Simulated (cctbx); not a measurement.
## Reading a Patterson map

Space group Imm2 (no. 44), a = 4.3290 Å, b = 15.5560 Å, c = 9.6850 Å, α = 90.00°, β = 90.00°, γ = 90.00°, content Pb8 Te2 Br4 Cl8.

Simulated single-crystal data (cctbx): Mo Kα, λ = 0.71073 Å, to d = 0.65 Å, 70 % of the full sphere, strongest reflection 40000 counts, noise from counting, a 2 % proportional error and a noise floor of 8 counts (s.d.); no absorption.

Patterson synthesis, origin scaled to 1000:

```text
Patterson group I m m m
      u       v       w   height  length (A)
  0.000   0.000   0.000   1000.0     0.00
  0.000   0.500   0.000    286.2     7.78
  0.000   0.249   0.236    249.4     4.50
  0.000   0.360   0.500    149.4     7.40
  0.000   0.500   0.316    121.8     8.36
  0.000   0.119   0.500    116.1     5.18
  0.000   0.238   0.060    115.6     3.74
  0.000   0.000   0.284    109.2     2.75
  0.000   0.121   0.303    101.1     3.48
  0.000   0.380   0.267     82.6     6.46
  0.000   0.304   0.085     35.9     4.80
  0.000   0.067   0.299     27.8     3.08
  0.204   0.024   0.000     26.7     0.96
  0.000   0.028   0.087     23.1     0.94
```

**Question.** Which atom pairs make the peaks, and where is the heaviest atom?

A peak at u stands for all pairs with xi − xj = u, with weight Σ ZiZj against Σ Z² = 66412 at the origin. Peak heights follow these weights only roughly, since form factors, motion and series ripples differ, all vectors within 0.55 Å of a peak are counted as merged into it though the farther ones add only part of their weight, and F(000) is left out, which lowers the whole map:

| u | v | w | shortest length (Å) | height | 1000 ΣZiZj/ΣZ² | pairs in the cell |
| --- | --- | --- | --- | --- | --- | --- |
| 0.000 | 0.500 | 0.000 | 5.30 | 286 | 810 | 8 × Pb–Pb |
| 0.000 | 0.249 | 0.236 | 4.50 | 249 | 405 | 4 × Pb–Pb |
| 0.000 | 0.360 | 0.500 | 3.07 | 149 | 257 | 4 × Pb–Br, 4 × Pb–Cl |
| 0.000 | 0.500 | 0.316 | 2.80 | 122 | 128 | 2 × Pb–Te |
| 0.000 | 0.119 | 0.500 | 5.18 | 116 | 173 | 4 × Pb–Br |
| 0.000 | 0.238 | 0.060 | 3.75 | 116 | 128 | 2 × Pb–Te |
| 0.000 | 0.000 | 0.284 | 2.75 | 109 | 128 | 2 × Pb–Te |
| 0.000 | 0.121 | 0.303 | 3.49 | 101 | 128 | 2 × Pb–Br, 2 × Pb–Cl |
| 0.000 | 0.380 | 0.267 | 3.64 | 83 | 155 | 2 × Pb–Br, 2 × Pb–Cl, 2 × Te–Cl |

The table stops at ten peaks or at a height of 45, below which ripples compete. In the model behind the data Pb, the heaviest element, has 3 independent sites: (0, 0.7377, 0.2251), (1/2, 1/2, 0.4704) and (0, 1/2, 0.0050), up to an allowed shift of origin; the Pb–Pb vectors are differences of these positions and their symmetry mates. The whole model:

```
atom  mult.    x       y       z  Ueq (Å²)
 Pb1      4    0  0.7377  0.2251    0.0048
 Pb2      2  1/2     1/2  0.4704    0.0042
 Pb3      2    0     1/2  0.0050    0.0051
 Te1      2    0     1/2  0.2860    0.0058
 Br1      4    0  0.6194  0.7081    0.0075
 Cl1      4    0  0.8081  0.9295    0.0072
 Cl2      4  1/2  0.3645  0.0348    0.0080
```

The model is made up (kin elements in a known structure type, no relaxation), so it says nothing on whether the phase exists.

[Logs are printed without paths, hosts, clocks, repeated set-up lines and the standing remarks that a program may print on its own settings, such as how far it seeks lower states.]
